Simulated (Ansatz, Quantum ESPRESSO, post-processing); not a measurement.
# Work function of relaxed Os(0001) under two functionals, part 3 of 3

How much does the work function of Os(0001) depend on the functional?

Quantum ESPRESSO 7.5; plane-wave DFT, PBE, GBRV ultrasoft pseudopotentials; geometry and cross-check by Ansatz 0.2.0 with PAW datasets.

So far. Step 2 (Geometry from Ansatz of (0001)): The relaxation lowers the energy by 10 meV an atom. Held were the atoms numbered 3 and 4; the forces quoted are those on the free ones.

### 4. Electrostatic potential of (0001) (continued)

The potential energy, planar mean oscillates, so the rows of the table below give means over windows of 1.12 Å about each position, cut where the curve ends. Its maxima inside the range that stand out by 2 % of the span (Å: eV): 8.0: -10.6, 9.1: -3.62, 10.2: -11.3, 11.3: -2.87, 12.3: -11.1, 13.4: -2.99, 14.5: -11.1, 15.5: -2.87, 16.6: -11.3, 17.8: -3.62, 18.8: -10.6. Its minima: 7.6: -13.7, 8.5: -14.1, 9.7: -14.6, 10.5: -14.4, 12.0: -14.2, 12.7: -14.4, 14.1: -14.4, 14.9: -14.2, 16.3: -14.4, 17.1: -14.6, 18.3: -14.1, 19.2: -13.7.

Electrostatic potential energy of an electron; zero at the Fermi level. The potential energy, planar mean by z; means over each step:

z (Å), potential energy, planar mean (eV) and a bar from the least value:
```
     0.56        5.3 ##############################
     1.68        5.3 ##############################
     2.80        5.3 ##############################
     3.92        5.3 ##############################
     5.04        5.3 ##############################
     6.16        4.5 ############################
     7.28       -6.1 #########
     8.40      -10.9 #
     9.52       -9.5 ###
    10.64      -10.2 ##
    11.76       -9.5 ###
    12.88       -9.7 ###
    14.00      -10.2 ##
    15.12       -9.1 ####
    16.24      -10.7 #
    17.36       -9.1 ####
    18.48      -11.4 
    19.60       -5.2 ###########
    20.72        4.6 #############################
    21.84        5.3 ##############################
    22.96        5.3 ##############################
    24.08        5.3 ##############################
    25.20        5.3 ##############################
    26.32        5.3 ##############################
```

### 5. SCF with pw.x of (0001), PBEsol

The same atoms under a second functional.

Level of this step: plane-wave DFT, PBEsol, GBRV ultrasoft pseudopotentials (Quantum ESPRESSO 7.5).

0001.pbesol.in

```
&control
  prefix = '0001.pbesol'
  outdir = './out'
  pseudo_dir = './pseudo'
  calculation = 'scf'
  tprnfor = .true.
/
&system
  ibrav = 0
  nat = 6
  ntyp = 1
  ecutwfc = 40
  ecutrho = 200
  occupations = 'smearing'
  smearing = 'mv'
  degauss = 0.02
/
&electrons
  conv_thr = 1e-07
  mixing_beta = 0.4
  electron_maxstep = 120
  mixing_mode = 'local-TF'
/
ATOMIC_SPECIES
  Os  190.2300  os_pbesol_v1.2.uspp.F.UPF
CELL_PARAMETERS angstrom
  2.74000000001769 0.00000000000000 0.00000000000000
  1.37000000000884 2.37290960638468 0.00000000000000
  0.00000000000000 0.00000000000000 26.81615000000000
ATOMIC_POSITIONS crystal
  Os  0.666666666667 0.666666666667 0.300047949043
  Os  -0.000000000000 0.000000000000 0.378286811171
  Os  0.666666666667 0.666666666667 0.459665537400
  Os  0.000000000000 0.000000000000 0.540334462600
  Os  0.666666666667 0.666666666667 0.621713237447
  Os  -0.000000000000 0.000000000000 0.699951963778
K_POINTS automatic
  12 12 1 0 0 0
```

On the command line:

```console
$ OMP_NUM_THREADS=1 mpirun -n 2 pw.x -nk 2 -in 0001.pbesol.in > 0001.pbesol.out
```

What it wrote:

```text
[banner, memory and clock lines left out]
Program PWSCF v.7.5 starts
[...]
Message from routine setup:
[...]
number of electrons       =        96.00
     number of Kohn-Sham states=           58
     kinetic-energy cutoff     =      40.0000  Ry
     charge density cutoff     =     200.0000  Ry
[...]
number of k points=    19  Marzari-Vanderbilt smearing, width (Ry)=  0.0200
[...]
Dense  grid:    56263 G-vectors     FFT dimensions: (  24,  24, 240)
[...]
negative rho (up, down):  7.689E-01 0.000E+00
     Starting wfcs are   78 randomized atomic wfcs
[...]
negative rho (up, down):  7.641E-01 0.000E+00
[...]
estimated scf accuracy    <       1.27258612 Ry
[...]
negative rho (up, down):  7.601E-01 0.000E+00
[...]
estimated scf accuracy    <       0.63927019 Ry
[...]
negative rho (up, down):  7.648E-01 0.000E+00
[...]
estimated scf accuracy    <       0.05829914 Ry
[...]
negative rho (up, down):  7.680E-01 0.000E+00
[...]
estimated scf accuracy    <       0.00554579 Ry
[...]
negative rho (up, down):  7.707E-01 0.000E+00
[...]
estimated scf accuracy    <       0.00228618 Ry
[...]
negative rho (up, down):  7.699E-01 0.000E+00
[...]
estimated scf accuracy    <       0.00088300 Ry
[...]
negative rho (up, down):  7.682E-01 0.000E+00
[...]
estimated scf accuracy    <       0.00181557 Ry
[...]
negative rho (up, down):  7.628E-01 0.000E+00
[...]
estimated scf accuracy    <       0.00030173 Ry
[...]
negative rho (up, down):  7.618E-01 0.000E+00
[...]
estimated scf accuracy    <       0.00009082 Ry
[...]
negative rho (up, down):  7.594E-01 0.000E+00
[...]
estimated scf accuracy    <       0.00001119 Ry
[...]
negative rho (up, down):  7.591E-01 0.000E+00
[...]
estimated scf accuracy    <       0.00000562 Ry
[...]
negative rho (up, down):  7.594E-01 0.000E+00
[...]
estimated scf accuracy    <       0.00000068 Ry
[...]
negative rho (up, down):  7.594E-01 0.000E+00
[...]
estimated scf accuracy    <       0.00000020 Ry
[...]
negative rho (up, down):  7.594E-01 0.000E+00
[...]
the Fermi energy is     9.8588 ev
!    total energy              =   -1191.22020297 Ry
     estimated scf accuracy    <       0.00000001 Ry
     smearing contrib. (-TS)   =       0.00059806 Ry
     internal energy E=F+TS    =   -1191.22080103 Ry
[...]
one-electron contribution =  -11619.05146418 Ry
     hartree contribution      =    5821.45371761 Ry
     xc contribution           =    -223.31744527 Ry
     ewald contribution        =    4829.69439082 Ry
     convergence has been achieved in  14 iterations
     negative rho (up, down):  7.594E-01 0.000E+00
[...]
Total force =     0.046204     Total SCF correction =     0.000381
[...]
```

Wall time 96 s (2 MPI ranks of Arm Neoverse V2, shared host); peak memory 0.43 GiB.

This step gave:

```
free energy  : -16207.3765 eV
Fermi energy : 9.859 eV
```

### 6. Electrostatic potential of (0001)

0001.pbesol.pot.in

```
&inputpp
  prefix = '0001.pbesol'
  outdir = './out'
  filplot = '0001.pbesol.pot.dat'
  plot_num = 11
/
```

On the command line:

```console
$ OMP_NUM_THREADS=1 mpirun -n 2 pp.x -in 0001.pbesol.pot.in > 0001.pbesol.pot.out
```

The job ended after 1.1 s (2 MPI ranks; peak memory 0.28 GiB).

Read from the output:

| Item | Value |
| --- | --- |
| work function of the upper face | 5.454 eV |
| slope of the potential above | 3.68e-4 eV/Å |
| upper vacuum line continued to the top atoms, over the Fermi level | 5.452 eV |
| work function of the lower face | 5.455 eV |
| slope of the potential below | -5.94e-5 eV/Å |
| lower vacuum line continued to the bottom atoms, over the Fermi level | 5.454 eV |

On (0001) the work function under PBEsol lies +0.13 eV from PBE's.

### 7. The series side by side

All levels:

```csv
level,work function (eV),"Ansatz, PBE (eV)",CPU time (s)
"(0001), PBE",5.326,5.321,193.2
"(0001), PBEsol",5.454,-,192.6
```

### 8. By hand

For (0001) under PBE, on the run's own zero: φ = 15.337 − (10.010) = 5.327 eV.

### 9. Summary of results

| Quantity | Value |
| --- | --- |
| work function of (0001), PBE | 5.33 eV |
| work function of (0001), PBEsol | 5.45 eV |

What this shows: Under PBE the work function is 5.33 eV on (0001). PBEsol lies +0.13 eV from PBE on the same atoms. The top two spacings change by -3.0 and +0.9 % on (0001). Ansatz, with Fermi-Dirac smearing and its own datasets, agrees within 0.00 eV under PBE. The slabs are thin and unreconstructed, at the tabulated lattice constant; thickness and mesh leave some 0.05 to 0.1 eV open. Spin-orbit coupling is left out; depending on the atoms that carry the levels of interest, it can split and shift them by tenths of an eV to an eV or more.

Comparison with the measured values:

| quantity | measured | (0001), PBE |
| --- | --- | --- |
| work function, loosely compared (polycrystalline sample, no single face) (eV) | 4.84 | 5.33 (+0.49 eV) |

Measured values from arxiv:1902.07811 (2019).

How well it matches: The work function, set beside that of the polycrystal, is off by +0.49 eV. A polycrystal averages over faces, so this is a loose comparison.

[Logs are printed without paths, hosts, clocks, repeated set-up lines and the standing remarks that a program may print on its own settings, such as how far it seeks lower states.]

[Hosts, paths, dates, database ids (printed as entryN), source tags and the programs' standing remarks are cut or masked in the printed files.]

[Maps of the electrostatic potential energy from Ansatz leave out the sawtooth potential of an applied field or a dipole correction, so their vacuum need not be flat; planar profiles and work functions include it.]
